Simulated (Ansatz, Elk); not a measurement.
# Bonding as seen by X-rays: BaLiBr3

The structure of BaLiBr3 used here is made up (a known structure type with other elements) and was relaxed beforehand with PBE. The aim is the Fourier transform of its all-electron density, F(hkl), set beside the sum over free spherical atoms that refinements use.

Method: DFT, PBE, all-electron APW+lo, Dirac cores, scalar-relativistic bands, static density, no spin, in Elk 11.2.3 (patched build).

The structure was built from a prototype and need not be the compound's stable phase.

## Step 1: The starting structure

Symmetry: Pm-3m, No. 221, cubic system. The conventional cell has a = 5.209 Å, b = 5.209 Å, c = 5.209 Å, α = 90.00°, β = 90.00°, γ = 90.00°. Nearest to Ba lie 12 Br at 3.68 Å. Nearest to Br lie 2 Li at 2.60 Å and 4 Ba at 3.68 Å. Nearest to Li lie 6 Br at 2.60 Å. Farther neighbours and most contacts between anions are not listed.

## Step 2: Ground state and structure factors

An all-electron density is needed, since X-rays see the cores too. Task 0 finds the density and task 195 Fourier-transforms it; tshift is off so that phases refer to the origin typed.

The input, elk.in:

```
tasks
  0
  195

xctype
  20

spinpol
  .false.

rgkmax
  7.0

gmaxvr
  14.0

lmaxo
  7

lmaxapw
  8

swidth
  0.002

tshift
  .false.

ramdisk
  .false.

hmaxvr
  5.5

maxscl
  120

epspot
  1e-06

sppath
  './'

avec
  9.84355198292 0.00000000000 0.00000000000
  0.00000000000 9.84355198292 0.00000000000
  0.00000000000 0.00000000000 9.84355198292

atoms
  3
  'Ba.in'
  1
  0.0000000000 -0.0000000000 0.0000000000   0.000000 0.000000 0.000000
  'Br.in'
  3
  0.5000000000 0.0000000000 0.5000000000   0.000000 0.000000 0.000000
  0.5000000000 0.5000000000 -0.0000000000   0.000000 0.000000 0.000000
  -0.0000000000 0.5000000000 0.5000000000   0.000000 0.000000 0.000000
  'Li.in'
  1
  0.5000000000 0.5000000000 0.5000000000   0.000000 0.000000 0.000000

ngridk
  5 5 5
```

Started as:

```sh
OMP_NUM_THREADS=4 elk
```

Numbers of over 12 decimals in the logs are rounded to 6 here.

The log of the run:

```text
┌─────────────────────────┐
│ Elk code version 11.2.3 │
└─────────────────────────┘

All units are atomic (Hartree, Bohr, etc.)

┌─────────────────────────────────────────────────┐
│ Ground-state run starting from atomic densities │
└─────────────────────────────────────────────────┘

Lattice vectors :
   9.843551983       0.000000000       0.000000000
   0.000000000       9.843551983       0.000000000
   0.000000000       0.000000000       9.843551983

Reciprocal lattice vectors :
  0.6383046809       0.000000000       0.000000000
   0.000000000      0.6383046809       0.000000000
   0.000000000       0.000000000      0.6383046809

Unit cell volume      :    953.7960451
Brillouin zone volume :   0.2600663053

Muffin-tin inner radius fraction :   0.1000000000E-01

Nuclei treated as point charges

Species : 1 (Ba)
 parameters loaded from : Ba.in
 name : barium
 nuclear charge    :   -56.00000000
 electronic charge :    56.00000000
 atomic mass :    250331.8071
 muffin-tin radius :    2.800000000
 number of radial points in muffin-tin :   1393
 inner part over the whole radius :   0.9950032293E-02
 number on inner part of muffin-tin    :    996
 approximate nuclear radius :   0.9171481901E-04
 number of mesh points to nuclear radius :    504
 atomic positions (lattice), magnetic fields (Cartesian) :
  1 :   0.00000000  0.00000000  0.00000000    0.00000000  0.00000000  0.00000000

Species : 2 (Br)
 parameters loaded from : Br.in
 name : bromine
 nuclear charge    :   -35.00000000
 electronic charge :    35.00000000
 atomic mass :    145656.0816
 muffin-tin radius :    2.400000000
 number of radial points in muffin-tin :    993
 inner part over the whole radius :   0.9934012010E-02
 number on inner part of muffin-tin    :    703
 approximate nuclear radius :   0.7858070945E-04
 number of mesh points to nuclear radius :    344
 atomic positions (lattice), magnetic fields (Cartesian) :
  1 :   0.50000000  0.00000000  0.50000000    0.00000000  0.00000000  0.00000000
  2 :   0.50000000  0.50000000  0.00000000    0.00000000  0.00000000  0.00000000
  3 :   0.00000000  0.50000000  0.50000000    0.00000000  0.00000000  0.00000000

Species : 3 (Li)
 parameters loaded from : Li.in
 name : lithium
 nuclear charge    :   -3.000000000
 electronic charge :    3.000000000
 atomic mass :    12652.66898
 muffin-tin radius :    1.800000000
 number of radial points in muffin-tin :    593
 inner part over the whole radius :   0.9806707936E-02
 number on inner part of muffin-tin    :    401
 approximate nuclear radius :   0.4000070961E-04
 number of mesh points to nuclear radius :    148
 atomic positions (lattice), magnetic fields (Cartesian) :
  1 :   0.50000000  0.50000000  0.50000000    0.00000000  0.00000000  0.00000000

Total number of atoms per unit cell :    5
Total muffin-tin volume :    290.0988544
 ratio of muffin-tin to unit cell volume :   0.3041518739

Spin treatment :
 spin-unpolarised

Number of Bravais lattice symmetries :   48
Number of crystal symmetries         :   48
Crystal has inversion symmetry
Real symmetric eigensolver will be used

k-point grid :      5     5     5
k-point offset :    0.000000000       0.000000000       0.000000000
k-point set is reduced with full crystal symmetry group
Total number of k-points :       10

Muffin-tin radius times maximum |G+k| :    7.000000000
 using average radius
Maximum |G+k| for APW functions       :    2.966101695
Maximum (1/2)|G+k|²                   :    4.398879632
Maximum |G| for potential and density :    14.00000000
Constant for pseudocharge density :   10
 order of it for each species :   17  17  17
 order of it for pair densities of each species (exact exchange by exxq0 0: 18) :   14  10   4
Radial integration step length :    1

G-vector grid sizes :     45    45    45
Number of G-vectors :    44059

Maximum angular momentum used for
 APW functions            :    8
 outer part of muffin-tin :    7
 inner part of muffin-tin :    2

Total nuclear charge    :   -164.0000000
[...]
total energy                :     -15975.564276156

Density of states at Fermi energy :   0.5003147353E-07
 (states/Hartree/unit cell)

Estimated indirect band gap :   0.1534842445
 from k-point 10 to k-point 1
Estimated direct band gap   :   0.1589145353
 at k-point 1

Charges :
 core                        :    90.00000000
 valence                     :    74.00000000
 interstitial                :    7.729072200
 muffin-tins (core leakage)
  species : 1 (Ba)
   atom 1                    :    53.43453323     (  0.5034587524E-05)
  species : 2 (Br)
   atom 1                    :    33.56563333     (  0.2285933823E-04)
[...]
species : 3 (Li)
   atom 1                    :    2.139494568     (   0.000000000    )
 total in muffin-tins        :    156.2709278
 total calculated charge     :    163.9997773
 total charge                :    164.0000000
 error                       :   0.2226624823E-03

RMS change in Kohn-Sham potential (target) :    5.093091348     (  0.1000000000E-05)
Absolute change in total energy (target)   :    7.223024493     (  0.1000000000E-03)

[... loops 3 to 14 left out ...]

┌──────────────────┐
│ Loop number : 15 │
└──────────────────┘

Energies :
 Fermi                       :     0.139255
 sum of occupied eigenvalues :     -9558.7138449367
 electron kinetic            :      16713.815815586
 core electron kinetic       :      15730.805952354
 Coulomb                     :     -32203.761087338
 Coulomb potential           :     -25650.542045805
 nuclear-nuclear             :     -1565.0978003024
 electron-nuclear            :     -35648.864848550
 Hartree                     :      5010.2015615149
 Madelung                    :     -19378.490064435
 xc potential                :     -621.98761471772
 exchange                    :     -468.94687570198
 correlation                 :     -8.282103
 electron entropic           :    -0.49059010089596E-11
 total energy                :     -15967.174250764

Density of states at Fermi energy :   0.5003375487E-07
 (states/Hartree/unit cell)

Estimated indirect band gap :   0.1337708672
 from k-point 10 to k-point 1
Estimated direct band gap   :   0.1346987822
 at k-point 1

Charges :
 core                        :    90.00000000
 valence                     :    74.00000000
 interstitial                :    7.725637520
 muffin-tins (core leakage)
  species : 1 (Ba)
[...]
species : 2 (Br)
[...]
species : 3 (Li)
   atom 1                    :    2.129375165     (   0.000000000    )
 total in muffin-tins        :    156.2743625
 total calculated charge     :    163.9997634
 total charge                :    164.0000000
 error                       :   0.2365709820E-03

RMS change in Kohn-Sham potential (target) :   0.4854968425E-07 (  0.1000000000E-05)
Absolute change in total energy (target)   :   0.4784443081E-04 (  0.1000000000E-03)

Convergence targets achieved

┌──────────────────┐
│ Loop number : 16 │
└──────────────────┘

Energies :
 Fermi                       :     0.139255
 sum of occupied eigenvalues :     -9558.7138445923
 electron kinetic            :      16713.815815870
 core electron kinetic       :      15730.805952674
 Coulomb                     :     -32203.761087588
 Coulomb potential           :     -25650.542045764
 nuclear-nuclear             :     -1565.0978003024
 electron-nuclear            :     -35648.864849043
 Hartree                     :      5010.2015617573
 Madelung                    :     -19378.490064706
 xc potential                :     -621.98761469861
 exchange                    :     -468.94687570286
 correlation                 :     -8.282103
 electron entropic           :    -0.49059010089596E-11
 total energy                :     -15967.174250732

Density of states at Fermi energy :   0.5003375583E-07
 (states/Hartree/unit cell)

Estimated indirect band gap :   0.1337708694
 from k-point 10 to k-point 1
Estimated direct band gap   :   0.1346987845
 at k-point 1

Charges :
 core                        :    90.00000000
 valence                     :    74.00000000
 interstitial                :    7.725637492
 muffin-tins (core leakage)
  species : 1 (Ba)
[...]
species : 2 (Br)
   atom 1                    :    33.53854038     (  0.2298921234E-04)
   atom 2                    :    33.53854038     (  0.2298921234E-04)
   atom 3                    :    33.53854038     (  0.2298921234E-04)
  species : 3 (Li)
   atom 1                    :    2.129375165     (   0.000000000    )
 total in muffin-tins        :    156.2743625
 total calculated charge     :    163.9997634
 total charge                :    164.0000000
 error                       :   0.2365709636E-03

┌──────────────────────────────┐
│ Self-consistent loop stopped │
└──────────────────────────────┘

Wrote STATE.OUT
```

Wall time 52 s (4 threads of Arm Neoverse N1, shared host); peak memory 0.28 GiB.

SFACRHO.OUT:

```text

h k l indices transformed by vhmat matrix:
   1.000000000       0.000000000       0.000000000    
   0.000000000       1.000000000       0.000000000    
   0.000000000       0.000000000       1.000000000    

      h      k      l  multipl.   |H|            Re(F)            Im(F)           |F|

      0      0      0      1   0.0000000       164.00000      0.23670103E-15   164.00000    
      0      0      1      6  0.63830468       16.303323      0.73586426E-14   16.303323    
      0     -1      1     12  0.90269914       19.912101     -0.19836326E-14   19.912101    
     -1     -1     -1      8   1.1055761       133.25917      0.19281843E-13   133.25917    
      0      0     -2      6   1.2766094       131.38298      0.13901856E-13   131.38298    
     -1     -2      0     24   1.4272927       14.852155     -0.70326543E-14   14.852155    
     -2      1      1     24   1.5635208       17.816015     -0.13366889E-13   17.816015    
     -2      2      0     12   1.8053983       116.13745      0.38710326E-14   116.13745    
     -2      1     -2     24   1.9149140       13.567390      0.52234363E-14   13.567390    
     -3      0      0      6   1.9149140       13.476895     -0.18180661E-13   13.476895    
      0      3     -1     24   2.0184966       16.232982     -0.36774921E-15   16.232982    
      3     -1      1     24   2.1170171       105.77727     -0.36416128E-13   105.77727    
      2      2      2      8   2.2111523       106.60204     -0.34885661E-13   106.60204    
      0      3     -2     24   2.3014403       12.465400      0.16518627E-13   12.465400    
     -3      1      2     48   2.3883174       14.995368      0.31291555E-13   14.995368    
      4      0      0      6   2.5532187       99.627939     -0.21344818E-13   99.627939    
     -1      0      4     24   2.6317976       11.771902     -0.46432320E-14   11.771902    
      2     -3     -2     24   2.6317976       11.784285     -0.12932006E-13   11.784285
```

Elk indexes on the primitive cell of elk.in and gives |H| = 4π sin θ/λ in inverse bohr. Below, one row stands for each form hkl of the conventional cell (m members, Friedel mates merged), F is for one primitive cell and the density is static (no thermal factor). Free-atom factors are Waasmaier and Kirfel's, and R is Σm||F|−|F'||/Σm|F|.

```
hkl   m  sin θ/λ (Å⁻¹)  abs F, DFT  neutral atoms   diff.     ions   diff.
100   6          0.096      16.303         16.500  -0.197   16.244  +0.059
110  12          0.136      19.912         19.959  -0.047   19.860  +0.052
111   8          0.166     133.259        132.872  +0.387  133.059  +0.200
200   6          0.192     131.383        131.186  +0.197  131.192  +0.191
210  24          0.215      14.852         14.839  +0.013   14.914  -0.061
211  24          0.235      17.816         17.769  +0.047   17.869  -0.053
220  12          0.272     116.138        116.322  -0.184  116.191  -0.053
221  24          0.288      13.567         13.434  +0.133   13.450  +0.117
300   6          0.288      13.477         13.434  +0.043   13.450  +0.026
310  24          0.303      16.233         16.159  +0.074   16.191  +0.042
311  24          0.318     105.777        105.956  -0.179  105.809  -0.032
222   8          0.333     106.602        106.815  -0.213  106.686  -0.084
320  24          0.346      12.465         12.445  +0.020   12.450  +0.015
321  48          0.359      14.995         14.989  +0.006   14.994  +0.002
400   6          0.384      99.628         99.773  -0.145   99.679  -0.051
410  24          0.396      11.772         11.745  +0.027   11.746  +0.026
322  24          0.396      11.784         11.745  +0.039   11.746  +0.038
330  12          0.407      14.144         14.105  +0.039   14.095  +0.049
411  24          0.407      14.110         14.105  +0.004   14.095  +0.015
331  24          0.418      92.838         92.964  -0.125   92.919  -0.081
420  24          0.429      93.945         94.087  -0.142   94.041  -0.097
421  48          0.440      11.268         11.217  +0.051   11.214  +0.054
```

The ions are Ba2+, Li+ and Br−, by formal charge.

## Step 3: The highest occupied states alone

An energy window below the Fermi level keeps the highest occupied states, to see at which angles they scatter; shallow core shells can lie inside it and anion s states outside. No new self-consistency is needed.

Changes to elk.in since step 2:

```diff
@@ -1,3 +1,2 @@
 tasks
-  0
   195
@@ -40,2 +39,5 @@
 
+wsfac
+  -0.228240 0.439250
+
 sppath
```

Started as:

```sh
OMP_NUM_THREADS=4 elk
```

The log of the run:

```text
┌─────────────────────────────────┐
│ Elk code version 11.2.3 started │
└─────────────────────────────────┘

Info(readinput): the functional depends on the density's gradient
 muffin-tin radial points multiplied by    2.00000
 (not where nrmtscf is given)

┌────────────────────┐
│ Current task : 195 │
└────────────────────┘

Info(sfacrho): density structure factors written to SFACRHO.OUT

 Energy window :  -0.2282400000      0.4392500000

┌──────────────────┐
│ Elk code stopped │
└──────────────────┘
```

The job ended after 28 s (4 threads; peak memory 0.16 GiB; 30 s of CPU time).

States within 10 eV below the Fermi level hold 18.00 electrons; any levels below the window count with the cores. Their amplitudes can exceed the total, where window and core parts have opposite phase:

```
hkl  sin θ/λ (Å⁻¹)  abs F, window  abs F, all
100          0.096          3.863      16.303
110          0.136          2.567      19.912
111          0.166          5.654     133.259
200          0.192          3.913     131.383
210          0.215          0.856      14.852
211          0.235          0.544      17.816
220          0.272          0.512     116.138
221          0.288          0.027      13.567
300          0.288          0.049      13.477
310          0.303          0.060      16.233
```

## Step 4: Another functional

The difference from free atoms is small, so it is set against the change that LDA (Perdew-Wang) makes.

Changes to elk.in since step 3:

```diff
@@ -1,2 +1,3 @@
 tasks
+  0
   195
@@ -4,3 +5,3 @@
 xctype
-  20
+  3
 
@@ -39,5 +40,2 @@
 
-wsfac
-  -0.228240 0.439250
-
 sppath
```

Started as:

```sh
OMP_NUM_THREADS=4 elk
```

The log of the run:

```text
┌─────────────────────────┐
│ Elk code version 11.2.3 │
└─────────────────────────┘

All units are atomic (Hartree, Bohr, etc.)

┌─────────────────────────────────────────────────┐
│ Ground-state run starting from atomic densities │
└─────────────────────────────────────────────────┘

Lattice vectors :
   9.843551983       0.000000000       0.000000000
   0.000000000       9.843551983       0.000000000
   0.000000000       0.000000000       9.843551983

Reciprocal lattice vectors :
  0.6383046809       0.000000000       0.000000000
[...]
muffin-tins (core leakage)
  species : 1 (Ba)
[...]
species : 2 (Br)
[...]
atom 2                    :    33.51289031     (  0.1718523361E-04)
   atom 3                    :    33.51289031     (  0.1718523361E-04)
  species : 3 (Li)
   atom 1                    :    2.133526283     (   0.000000000    )
 total in muffin-tins        :    156.1927471
 total calculated charge     :    163.9997815
 total charge                :    164.0000000
 error                       :   0.2185317126E-03

┌──────────────────────────────┐
│ Self-consistent loop stopped │
└──────────────────────────────┘

Wrote STATE.OUT
[key lines of the parts left out:]
total energy                :     -15950.980999391
```

Run time: 31 s. Hardware: 4 threads; peak memory 0.18 GiB.

Against the first run R = 0.07 %; the largest change is -0.072 at 440.

## Step 5: Basis size

The basis and the expansions that go with it are enlarged, to see whether the differences are converged.

Changes to elk.in since step 4:

```diff
@@ -5,3 +5,3 @@
 xctype
-  3
+  20
 
@@ -11,12 +11,12 @@
 rgkmax
-  7.0
+  8.5
 
 gmaxvr
-  14.0
+  18.0
 
 lmaxo
-  7
+  9
 
 lmaxapw
-  8
+  10
```

Started as:

```sh
OMP_NUM_THREADS=4 elk
```

The log of the run:

```text
┌─────────────────────────┐
│ Elk code version 11.2.3 │
└─────────────────────────┘

All units are atomic (Hartree, Bohr, etc.)

┌─────────────────────────────────────────────────┐
│ Ground-state run starting from atomic densities │
└─────────────────────────────────────────────────┘

Lattice vectors :
   9.843551983       0.000000000       0.000000000
   0.000000000       9.843551983       0.000000000
   0.000000000       0.000000000       9.843551983

Reciprocal lattice vectors :
  0.6383046809       0.000000000       0.000000000
[...]
muffin-tins (core leakage)
  species : 1 (Ba)
[...]
species : 2 (Br)
[...]
atom 2                    :    33.54084556     (  0.2299150573E-04)
   atom 3                    :    33.54084556     (  0.2299150573E-04)
  species : 3 (Li)
   atom 1                    :    2.129859900     (   0.000000000    )
 total in muffin-tins        :    156.2828089
 total calculated charge     :    163.9999313
 total charge                :    164.0000000
 error                       :   0.6865729495E-04

┌──────────────────────────────┐
│ Self-consistent loop stopped │
└──────────────────────────────┘

Wrote STATE.OUT
[key lines of the parts left out:]
total energy                :     -15967.179230540
```

Run time: 2.1 min. Hardware: 4 threads; peak memory 0.54 GiB; 4.1 min of CPU time.

Against the first run R = 0.00 %; the largest change is -0.006 at 422.

## Step 6: Settings against the effect

```
                              run  R against the first run (%)  R against neutral atoms, low angle (%)  wall time
                    PBE, rgkmax 7                         0.00                                    0.27       52 s
                LDA (Perdew-Wang)                         0.07                                    0.24       31 s
rgkmax 8.5 with larger expansions                         0.00                                    0.27    2.1 min
```

## Step 7: What came out

| Quantity | Value |
| --- | --- |
| R against neutral atoms, sin θ/λ < 0.3 Å⁻¹ | 0.27 % |
| R against neutral atoms, 0.3 to 0.83 Å⁻¹ | 0.19 % |
| R against ions, below 0.3 Å⁻¹ | 0.21 % |

In words: Independent neutral atoms miss the calculated amplitudes by R = 0.27 % below 0.3 Å⁻¹ and 0.19 % from there to 0.83 Å⁻¹; by shells, 0.52 % below 0.15 Å⁻¹ (2 forms), 0.26 % 0.15 to 0.3 (7 forms), 0.18 % 0.3 to 0.45 (13 forms), 0.20 % above 0.45 (76 forms). Bonding, aspherical density and the tables' own atoms all enter these figures, and the runs don't part them. The largest change of an amplitude is +0.39 electrons, at 111. Formal ions give R = 0.21 % at low angle, nearer than neutral atoms. The window's part falls from 18.0 electrons at the origin to at most 0.34 between 0.45 and 0.83 Å⁻¹. Below 0.3 Å⁻¹ the changes that finished (LDA (Perdew-Wang) and rgkmax 8.5 with larger expansions) move F by R = 0.03 % at most, against the 0.27 % that separates it from free atoms. The k-mesh has no finished test. Part of the difference isn't bonding: the tables are fits to free atoms and ions calculated by other methods than this functional. Thermal motion, anomalous dispersion and extinction are left out.

[Logs are printed without paths, hosts, clocks, repeated set-up lines and the standing remarks that a program may print on its own settings, such as how far it seeks lower states.]

[Hosts, paths, dates, database ids (printed as entryN), source tags and the programs' standing remarks are cut or masked in the printed files.]
